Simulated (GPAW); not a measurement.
**A GW chain in GPAW: BaHCl (P4/nmm)**

Aim: the G0W0 gap of BaHCl (P4/nmm) on LDA, step by step.

Program: GPAW 26.7.0. Level of theory: LDA and many-body steps on it, plane waves. Results are calculated unless marked as measured.

## Step 1: The structure

Symmetry: P4/nmm, No. 129, tetragonal system. Conventional cell: a = 4.408 Å, b = 4.408 Å, c = 7.202 Å, α = 90.00°, β = 90.00°, γ = 90.00°. Ba has 4 H at 2.69 Å and 6 Cl at 3.13 to 4.07 Å nearest. H has 4 Ba at 2.69 Å nearest. Nearest to Cl lie 6 Ba at 3.13 to 4.07 Å and 4 H at 3.35 Å. Farther neighbours and most contacts between anions are not listed.

The cell and positions come from the Crystallography Open Database and are kept as given unless a step says otherwise. Spin-orbit coupling is left out unless a step names it.

## Step 2: Ground state

This step: GPAW 26.7.0; DFT, LDA, plane waves, PAW.

The ground-state density comes first.

Contents of run.py:

```python
import json
import numpy as np
from gpaw.mpi import world
from ase import Atoms
from gpaw import GPAW, PW, FermiDirac

atoms = Atoms(['Ba', 'Ba', 'H', 'H', 'Cl', 'Cl'],
    cell=[[4.4080000000, 0.0000000000, 0.0000000000],
      [0.0000000000, 4.4080000000, 0.0000000000],
      [0.0000000000, 0.0000000000, 7.2020000000]],
    scaled_positions=[[0.0000000000, 0.5000000000, 0.2150000000],
      [0.5000000000, 0.0000000000, 0.7850000000],
      [0.0000000000, 0.0000000000, 0.0000000000],
      [0.5000000000, 0.5000000000, 0.0000000000],
      [0.0000000000, 0.5000000000, 0.6500000000],
      [0.5000000000, 0.0000000000, 0.3500000000]],
    pbc=(True, True, True))
calc = GPAW(mode=PW(600),
    xc='LDA',
    kpts={'size': (6, 6, 4), 'gamma': True},
    occupations=FermiDirac(0.001),
    nbands=-9,
    convergence={'density': 1e-6, 'bands': -3},
    maxiter=100,
    txt='gs.txt')
atoms.calc = calc
res = {'energy': atoms.get_potential_energy()}
kpts = calc.get_ibz_k_points()
res['kpts'] = kpts
res['eigenvalues'] = [calc.get_eigenvalues(kpt=k) for k in range(len(kpts))]
res['n_electrons'] = calc.get_number_of_electrons()
calc.write('gs.gpw')

if world.rank == 0:
    with open('result.json', 'w') as f:
        json.dump(res, f, default=lambda x: x.tolist())
```

The run is started by

```console
$ mpirun -n 4 gpaw python run.py
```

Numbers of over 12 decimals in the logs are rounded to 6 here.

Output:

```text
__  _  _
 | _ |_)|_||  |
 |__||  | ||/\| - 26.7.0

Input parameters:
  mode=PW(ecut=600.0),
  convergence={'density': 1e-06, 'bands': -3},
  kpts=MonkhorstPack(size=(6, 6, 4), gamma=True),
  maxiter=100,
  nbands=-9,
  occupations=Occupations(name='fermi-dirac', width=0.001, fixmagmom=False),
  xc=XC(name='LDA')
  [... matrices ...]
Diagonalizing LCAO Hamiltonian
Converting LCAO to pw mode
    .----------.
   /|          |
  / |          |
 *  |          |
 |  |          |
 |Cl| Ba       |
 |  |          |
 |  |          |
 |  |          |
 |Ba.-Cl-------.
 | /          /
 |/     H    /
 H----------*

Atoms  # Å, Bohr magnetons
|   | symbol |        x |        y |        z |    initial magnetic moments |
| 0 |     Ba | 0.000000 | 2.204000 | 1.548430 | ( 0.0000,  0.0000,  0.0000) |
| 1 |     Ba | 2.204000 | 0.000000 | 5.653570 | ( 0.0000,  0.0000,  0.0000) |
| 2 |      H | 0.000000 | 0.000000 | 0.000000 | ( 0.0000,  0.0000,  0.0000) |
| 3 |      H | 2.204000 | 2.204000 | 0.000000 | ( 0.0000,  0.0000,  0.0000) |
| 4 |     Cl | 0.000000 | 2.204000 | 4.681300 | ( 0.0000,  0.0000,  0.0000) |
| 5 |     Cl | 2.204000 | 0.000000 | 2.520700 | ( 0.0000,  0.0000,  0.0000) |

Unit cell  # Å
| periodic |        x |        y |        z |  lengths |    angles |
|      yes | 4.408000 | 0.000000 | 0.000000 | 4.408000 | 90.000000 |
|      yes | 0.000000 | 4.408000 | 0.000000 | 4.408000 | 90.000000 |
|      yes | 0.000000 | 0.000000 | 7.202000 | 7.202000 | 90.000000 |

Number of symmetries: 8
Symmetry operations  # r_c * U_cc + t_c -> r_c
|   | kind |            matrix            |
| 0 |  E   |  1, 0, 0,  0, 1, 0,  0, 0, 1 |
| 1 |  σ   |  1, 0, 0,  0,-1, 0,  0, 0, 1 |
| 2 |  C2  |  0, 1, 0,  1, 0, 0,  0, 0,-1 |
| 3 |  S4  |  0, 1, 0, -1, 0, 0,  0, 0,-1 |
| 4 |  S4  |  0,-1, 0,  1, 0, 0,  0, 0,-1 |
| 5 |  C2  |  0,-1, 0, -1, 0, 0,  0, 0,-1 |
| 6 |  σ   | -1, 0, 0,  0, 1, 0,  0, 0, 1 |
| 7 |  C2  | -1, 0, 0,  0,-1, 0,  0, 0, 1 |

BZ-sampling:
  Number of BZ points: 144
  Number of IBZ points: 30

  Monkhorst-Pack size: [6, 6, 4]
  Monkhorst-Pack shift: [0.083333, 0.083333, 0.125]

K-points  # in reciprocal-cell coordinates
|     |                                coordinates |     weight |
|   0 | (  0.00000000,   0.00000000,   0.00000000) | 0.00694444 |
|   1 | (  0.00000000,   0.00000000,   0.25000000) | 0.01388889 |
|   2 | (  0.00000000,   0.00000000,   0.50000000) | 0.00694444 |
|   3 | (  0.16666667,   0.00000000,   0.00000000) | 0.02777778 |
|   4 | (  0.16666667,   0.00000000,   0.25000000) | 0.05555556 |
|   5 | (  0.16666667,   0.00000000,   0.50000000) | 0.02777778 |
|   6 | (  0.16666667,   0.16666667,   0.00000000) | 0.02777778 |
|   7 | (  0.16666667,   0.16666667,   0.25000000) | 0.05555556 |
|   8 | (  0.16666667,   0.16666667,   0.50000000) | 0.02777778 |
|   9 | (  0.33333333,   0.00000000,   0.00000000) | 0.02777778 |
| ... |                                            |            |
|  29 | (  0.50000000,   0.50000000,   0.50000000) | 0.00694444 |

Plane wave coefficients: 4694
Cutoff: 600.0 eV

Spin-components: 1 (collinear spins)
Bands:           27
Projectors:      28
Spin-degeneracy: 2
Datatype:        complex128

  Storage: CPU
  Wave functions: 60_821_280 bytes (15_205_320 per core)
  Projectors: 65_326_560 bytes (16_331_640 per core)
  [... matrices ...]
Parallelization:
  kpt:    4
  domain: 1
  band:   1

Density:
  Valence electrons: 36.0
  Components: 1
  Grid points: [25 25 42]
  Charge: 0.0  # |e|

Potential:
  Grid points: [25 25 42]

species:
  Ba:
    name:    Barium
    Z:       56.0
    valence: 10
    core:    46
    charge:  0.0  # [|e|]
    compensation charges:
      type: gauss
      rc: 0.37  # [Å]
      lmax: 2
    cutoffs:
      filter: 2.06  # [Å]
      core: 2.33  # [Å]
    projectors
    | kind |    occ | energy [eV] | rcut [Å] |
    |   5s |  2.000 |     -33.774 |    1.164 |
    |   6s |  2.000 |      -3.346 |    1.164 |
    |   5p |  6.000 |     -18.813 |    1.164 |
    |    p |        |       0.000 |    1.164 |
    |    d |        |       0.000 |    1.164 |
    |    d |        |      27.211 |    1.164 |

    Using partial waves for Ba as LCAO basis

  H:
    name:    Hydrogen
    Z:       1.0
    valence: 1
    core:    0
    charge:  0.0  # [|e|]
    compensation charges:
      type: gauss
      rc: 0.15  # [Å]
      lmax: 2
    cutoffs:
      filter: 0.85  # [Å]
      core: 0.53  # [Å]
    projectors
    | kind |    occ | energy [eV] | rcut [Å] |
    |   1s |  1.000 |      -6.353 |    0.476 |
    |    s |        |      20.858 |    0.476 |
    |    p |        |       0.000 |    0.476 |

    Using partial waves for H as LCAO basis

  Cl:
    name:    Chlorine
    Z:       17.0
    valence: 7
    core:    10
    charge:  0.0  # [|e|]
    compensation charges:
      type: gauss
      rc: 0.25  # [Å]
      lmax: 2
    cutoffs:
      filter: 1.40  # [Å]
      core: 1.49  # [Å]
    projectors
    | kind |    occ | energy [eV] | rcut [Å] |
    |   3s |  2.000 |     -20.688 |    0.794 |
    |   3p |  5.000 |      -8.701 |    0.794 |
    |    s |        |       6.523 |    0.794 |
    |    p |        |      18.511 |    0.794 |
    |    d |        |       0.000 |    0.794 |

    Using partial waves for Cl as LCAO basis

Reference energy: -467278.064288  # eV

eigensolver:
  PPCG
  Converge bands: -3
  niter=2

density mixing:
  MSR1-Mixer
  Pratt-step length: 0.05
  Maximum mixing coefficient: 0.75
  Old densities: 10
  SVD Regularization: 0.005
  Good broyden scale: 1.0
  Trust region scale: 1.0
  Backstep threshold: 4.0
  History deletion threshold: 6.0
  Fourier metric: weight=20.0, sigma=0.015

occupation numbers:
  Fermi-Dirac:
    width: 0.0010  # eV

poisson solver:
  ecut: 4800.0  # eV

xc functional:
  name: None

Initialization done in: 1.156 s

convergence criteria:
- Maximum integral of absolute [dens]ity change: 1e-06 electrons / valence electron
- Maximum [total energy] change in last 3 cyles: 0.0005 eV / valence electron
- Maximum integral of absolute [eigenst]ate change: 4e-08 eV^2 / valence electron
maximum number of iterations: 100

SCF iterations
|iter     |     time |      energy | eigst |  dens |
|iter:   1|  |  -27.107929 | +1.42 |       |
|iter:   2|  |  -26.874535 | +0.23 | -1.14 |
|iter:   3|  |  -25.695516 | -0.33 | -1.17 |
|iter:   4|  |  -25.687156 | -1.05 | -1.73 |
|iter:   5|  |  -25.687105c| -1.82 | -2.13 |
|iter:   6|  |  -25.687343c| -2.29 | -2.47 |
|iter:   7|  |  -25.687333c| -2.35 | -3.28 |
|iter:   8|  |  -25.687333c| -3.32 | -3.87 |
|iter:   9|  |  -25.687333c| -4.16 | -4.47 |
|iter:  10|  |  -25.687333c| -4.89 | -5.02 |
|iter:  11|  |  -25.687333c| -5.31 | -5.88 |
|iter:  12|  |  -25.687333c| -5.65 | -6.61c|
|iter:  13|  |  -25.687333c| -3.71 | -7.12c|
|iter:  14|  |  -25.687333c| -3.84 | -7.94c|
|iter:  15|  |  -25.687333c| -3.87 | -8.40c|
|iter:  16|  |  -25.687333c| -4.79 | -8.87c|
|iter:  17|  |  -25.687333c| -5.38 | -9.24c|
|iter:  18|  |  -25.687333c| -5.64 | -9.38c|
|iter:  19|  |  -25.687333c| -6.13 | -9.83c|
|iter:  20|  |  -25.687333c| -7.15 |-10.00c|
|iter:  21|  |  -25.687333c| -7.75c|-10.42c|

Converged in 21 steps
SCF loop duration: 29.557 s (1.407 s/step)
Energy contributions relative to reference atoms: (reference = -467278.064288)
  [... matrices ...]
Energy contributions:
  Kinetic:          15.527741
  Coulomb:         -15.434668
  Zero:             -0.021110
  External:          0.000000
  Xc:              -25.759295
  Entropy:          -0.000000
  Spinorbit:         0.000000
  ----------------------------
  Free energy:     -25.687333
  Extrapolated:    -25.687333

dipole moment: (-45.276377, -45.276377, -7.090099)  # |e|*Ang

Fermi level: 5.715
Eigenvalues  # (at kpt = [0.000, 0.000, 0.000])
| band index |      eig [eV] | occ [0-2] |
|          0 |       -22.027 |     2.000 |
|        ... |               |           |
|         10 |         0.988 |     2.000 |
|         11 |         1.388 |     2.000 |
|         12 |         1.388 |     2.000 |
|         13 |         1.732 |     2.000 |
|         14 |         1.973 |     2.000 |
|         15 |         1.973 |     2.000 |
|         16 |         2.919 |     2.000 |
|         17 |         3.547 |     2.000 |
|         18 |         7.447 |     0.000 |
[...]
|         22 |         8.712 |     0.000 |
|         23 |         9.113 |     0.000 |
|         24 |         9.486 |     0.000 |
|         25 |        10.595 |     0.000 |
|         26 |        10.741 |     0.000 |

Gap: 2.998 eV
Transition (v -> c):
  (s=0, k=2, n=17, [0.00, 0.00, 0.50]) -> (s=0, k=2, n=18, [0.00, 0.00, 0.50])
No difference between direct/indirect transitions
# Writing to gs.gpw (mode='')
  [... matrices ...]
```

The job ended after 33 s (4 MPI ranks of Arm Neoverse V1, shared host; peak memory 0.85 GiB; 2.2 min of CPU time).

Numbers from this step:

* total energy: -25.69 eV
* gap: 2.998 eV
* k of the valence top: 0, 0, 0.5
* k of the conduction bottom: 0, 0, 0.5
* least direct gap: 2.998 eV

The gap is direct, at (0.000, 0.000, 0.500).

## Step 3: Empty states on the mesh, 2×2×2 mesh, 480 bands

The sums over transitions need many empty states on a uniform mesh; this step solves for them.

Contents of run.py:

```python
import json
import numpy as np
from gpaw.mpi import world
from gpaw import GPAW

calc = GPAW('gs.gpw').fixed_density(kpts={'size': (2, 2, 2), 'gamma': True},
    parallel={'domain': 1, 'band': 1},
    txt='nscf.txt')
calc.diagonalize_full_hamiltonian(nbands=480)
calc.write('full.gpw', mode='all')
res = {}
kpts = calc.get_ibz_k_points()
res['kpts'] = kpts
res['eigenvalues'] = [calc.get_eigenvalues(kpt=k) for k in range(len(kpts))]
res['n_electrons'] = calc.get_number_of_electrons()

if world.rank == 0:
    with open('result.json', 'w') as f:
        json.dump(res, f, default=lambda x: x.tolist())
```

The run is started by

```console
$ mpirun -n 4 gpaw python run.py
```

Output:

```text
Diagonalizing LCAO Hamiltonian
Converting LCAO to pw mode
convergence criteria:
- Maximum integral of absolute [eigenst]ate change: 4e-08 eV^2 / valence electron
maximum number of iterations: 100

SCF iterations
|iter     |     time |      energy | eigst |  dens |
|iter:   1|  |             | +1.52 |       |
|iter:   2|  |             | +0.14 |       |
|iter:   3|  |             | -0.41 |       |
[...]
|iter:  31|  |             | -7.09 |       |
|iter:  32|  |             | -7.30 |       |
|iter:  33|  |             | -7.50c|       |
SCF steps: 33
  __  _  _
 | _ |_)|_||  |
 |__||  | ||/\| - 26.7.0

Input parameters:
  mode=PW(ecut=600.0),
  convergence={'density': 1e-06, 'bands': -3},
  gpts=array([25, 25, 42]),
  kpts=MonkhorstPack(size=(2, 2, 2), gamma=True),
  maxiter=100,
  nbands=27,
  occupations=Occupations(name='fermi-dirac', width=0.001, fixmagmom=False),
  parallel={'domain': 1, 'band': 1},
  xc=XC(name='LDA')
Matrix size: 4693x4693
# Writing to full.gpw (mode='all')
  [... matrices ...]

timing:  # [seconds]
  Total: 182.700  # ━━━━━━━━━━━━━━━━━━━━━━━━━━━━━━━━━━━━━━━━━━━━━━━━━━━━━━━━━
```

Run time: 3.3 min. Hardware: 4 MPI ranks; peak memory 6.8 GiB.

Numbers from this step:

```yaml
gap: 2.998 eV
k_of_the_valence_top: 0, 0, 0.5
k_of_the_conduction_bottom: 0, 0, 0.5
least_direct_gap: 2.998 eV
k_points_computed: 6
lowest_point_of_the_top_converged_band_above_the_valence_top: 118.1076 eV
```

On this mesh the gap is 2.998 eV.

## Step 4: Screening and self-energy, 2×2×2 mesh, 218 bands, screening to 78 eV

Now the one-shot GW correction: screening in the RPA, then the self-energy of the levels asked for.

This step: G0W0 on LDA, plane waves, PAW.

Contents of run.py:

```python
import json
import numpy as np
from gpaw.mpi import world
from gpaw.response.g0w0 import G0W0

gw = G0W0('full.gpw',
    filename='gw',
    kpts=[0, 1],
    bands=(16, 20),
    ecut=78,
    nbands=218,
    integrate_gamma='WS',
    ppa=True)
gw.calculate()
res = {mode: {k: v for k, v in r.items() if k != 'sigma_eskwn'}
       for mode, r in gw.all_results.items()}

if world.rank == 0:
    with open('result.json', 'w') as f:
        json.dump(res, f, default=lambda x: x.tolist())
```

The run is started by

```console
$ mpirun -n 4 gpaw python run.py
```

Output:

```text
Using integrator: PointIntegrator
FrequencyGridDescriptor(from 0.000+0.000j to 0.000+27.211j eV, 2 points)
Nonperiodic BCs:  [False False False]
Using integrator: PointIntegrator
FrequencyGridDescriptor(from 0.000+0.000j to 0.000+27.211j eV, 2 points)
Nonperiodic BCs:  [False False False]
  ___  _ _ _
 |   || | | |
 | | || | | |
 |__ ||_____|
 |___|

BZ k-points: Symmetries present (total): 8

  [... matrices ...]
8 k-points: 2 x 2 x 2 Monkhorst-Pack grid + [1/4,1/4,1/4]
6 k-points in the irreducible part of the Brillouin zone
       k-points in crystal coordinates                weights
   0:     0.00000000    0.00000000    0.00000000          1/8
   1:     0.00000000    0.00000000    0.50000000          1/8
   2:     0.50000000    0.00000000    0.00000000          2/8
   3:     0.50000000    0.00000000    0.50000000          2/8
   4:     0.50000000    0.50000000    0.00000000          1/8
   5:     0.50000000    0.50000000    0.50000000          1/8

Distributing spins, k-points and bands (1 x 2 x 4) over 4 processes
Number of blocks: 1

Quasi particle states:
k-points (IBZ indices): [0, 1]
Band range: (16, 20)
  [... matrices ...]
Computational parameters:
Plane wave cut-off: 78 eV
Number of bands: 218
Coulomb cutoff: None
Broadening: 0.1 eV

fxc modes: GW
Kernel: RPA
Using Godby-Needs plasmon-pole approximation:
  Fitting energy: i*E0, E0 = 1.000 Hartree
Summing all q:

Calculating screened Coulomb potential
No Coulomb truncation
FrequencyGridDescriptor(from 0.000+0.000j to 0.000+27.211j eV, 2 points)
Removing empty qpoint cache files...

Calculating chi0 body with:
    Ground state adapter containing:
    Number of spins: 1
    Number of kpoints: 8
    Number of irreducible kpoints: 6
    Number of completely occupied states: 18
    Number of partially occupied states: 18
    Occupied states memory: 7.209778 M / cpu

    Linear response parametrization:
    q_c: [0.0, 0.0, 0.0]
    Number of frequency points: 2
    Planewave cutoff: 78.0
    Number of bands: 218
    Number of planewaves: 215
    Broadening (eta): 1e-06
    comm.size: 4
    kncomm.size: 4
    blockcomm.size: 1

    Memory estimate of potentially large arrays:
        chi0_wGG: 1.410675 M / cpu
Integrating chi0 body.

Symmetries of q_c:
    Direct symmetries (Uq -> q): 8
    Indirect symmetries (TUq -> q): 8
In total 16 allowed symmetries.

  [... matrices ...]
6 groups of equivalent kpoints. 25.0% reduction.

Integral kind: response function
Integrating chi0 head and wings.

Symmetries of q_c:
    Direct symmetries (Uq -> q): 8
    Indirect symmetries (TUq -> q): 8
In total 16 allowed symmetries.

  [... matrices ...]
6 groups of equivalent kpoints. 25.0% reduction.

Integral kind: response function wings

Calculating chi0 body with:
    Ground state adapter containing:
    Number of spins: 1
    Number of kpoints: 8
    Number of irreducible kpoints: 6
    Number of completely occupied states: 18
    Number of partially occupied states: 18
    Occupied states memory: 7.209778 M / cpu

    Linear response parametrization:
[... the further q-points ...]

Results:
f:      Occupation numbers
eps:     KS-eigenvalues [eV]
vxc:     KS vxc [eV]
exx:     Exact exchange [eV]
sigma:   Self-energies [eV]
dsigma:  Self-energy derivatives
Z:       Renormalization factors
qp:      QP-energies [eV]

k-point 0 (0): (0.000, 0.000, 0.000)                GW
band       f     eps     vxc     exx   sigma  dsigma       Z      qp
                                                                   GW
  16   1.000   2.919 -11.676 -15.085   2.029  -0.272   0.786   1.834
  17   1.000   3.547 -10.465 -13.372   1.590  -0.263   0.792   2.505
  18   0.000   7.447 -10.205  -5.419  -3.516  -0.188   0.842   8.516
  19   0.000   8.028 -11.459  -6.430  -3.642  -0.195   0.837   9.189

k-point 1 (1): (0.000, 0.000, 0.500)                GW
band       f     eps     vxc     exx   sigma  dsigma       Z      qp
                                                                   GW
  16   1.000   3.591 -10.524 -13.506   1.637  -0.264   0.791   2.526
  17   1.000   3.841 -14.108 -17.487   2.102  -0.256   0.796   2.824
  18   0.000   6.840  -9.547  -5.026  -3.381  -0.184   0.845   7.803
  19   0.000   7.756 -10.662  -5.845  -3.600  -0.187   0.842   8.781
```

Elapsed: 34 s, on 4 MPI ranks; peak memory 1.6 GiB; 2.2 min of CPU time.

This step gave:

| Item | Value |
| --- | --- |
| G0W0 gap on the points computed | 4.979 eV |
| least direct G0W0 gap on the computed points | 4.979 eV |
| Z at the valence top | 0.7964 |
| Z at the conduction bottom | 0.8447 |
| starting gap on the mesh | 2.998 eV |
| k of the valence top | 0, 0, 0.5 |
| k of the conduction bottom | 0, 0, 0.5 |

The gap on the mesh goes from 3.00 eV to 4.98 eV, a correction of +1.98 eV.

Limits: finite bands, cutoff and mesh; no spin-orbit coupling; coarse k mesh. v1 is the top filled band, c1 the lowest empty one. Levels before and after the correction, in eV, zero at the valence-band top of each column:

```csv
,conduction bottom,valence top
Kohn-Sham,3.00,0.00
G0W0,4.98,0.00
```

```csv
,level,energy (eV)
Kohn-Sham,(0 0 0.5) v2,-0.250
Kohn-Sham,(0 0 0.5) v1,0.000
Kohn-Sham,(0 0 0.5) c1,2.998
Kohn-Sham,(0 0 0.5) c2,3.914
G0W0,(0 0 0.5) v2,-0.298
G0W0,(0 0 0.5) v1,0.000
G0W0,(0 0 0.5) c1,4.979
G0W0,(0 0 0.5) c2,5.957
```

## Step 5: Where the time went

Times are wall times on 4 MPI ranks of Arm Neoverse V1, shared host, good to a factor of about two.

| step | time | share | memory (GiB) |
| --- | --- | --- | --- |
| ground state | 33 s | 12 % | 0.85 |
| empty states on the mesh | 3.3 min | 75 % | 6.8 |
| screening and self-energy | 34 s | 13 % | 1.6 |

## Step 6: Summary of results

| Item | Value |
| --- | --- |
| LDA gap | 3.00 eV, direct |
| G0W0 gap on the mesh | 4.98 eV |
| GW settings | 2×2×2 mesh, 218 bands, screening to 78 eV, Godby-Needs plasmon pole |
| known limits | not at the basis limit; no spin-orbit coupling; coarse k mesh |

In words: G0W0 moves the gap on the mesh from 3.00 eV to 4.98 eV (+1.98 eV), with Z of 0.80 and 0.84 at the edges. Only 2 of the mesh's irreducible points were corrected, so a valley elsewhere could overtake. The dearest step here is «empty states on the mesh». Bands and cutoff are finite, so the gap is not at the basis limit. The miss can reach some tenths of an eV and take either sign; the mesh is an error of its own. These stock PAW sets were not made for GW. In the G0W0 run levels were corrected at 2 k points alone, so a gap called «on the mesh» is the least over those, and an edge elsewhere would be missed. The 2×2×2 mesh is coarse for this cell, which bears on the long-range parts of exchange and screening. Mesh or cutoff lie under what a gap needs, so these runs test behaviour and cost; their gaps are not to be quoted. The many-body steps are scalar-relativistic: spin-orbit coupling is not in them.

[Paths, hosts, dates, memory and timing lines, banners, echoed tables and standing remarks are left out of the program output.]

[Logs are printed without paths, hosts, clocks, repeated set-up lines and the standing remarks that a program may print on its own settings, such as how far it seeks lower states.]

[Runs of the session that timed out or met a known fault of the program may be left out.]

[Hosts, paths, dates, database ids (printed as entryN), source tags and the programs' standing remarks are cut or masked in the printed files.]
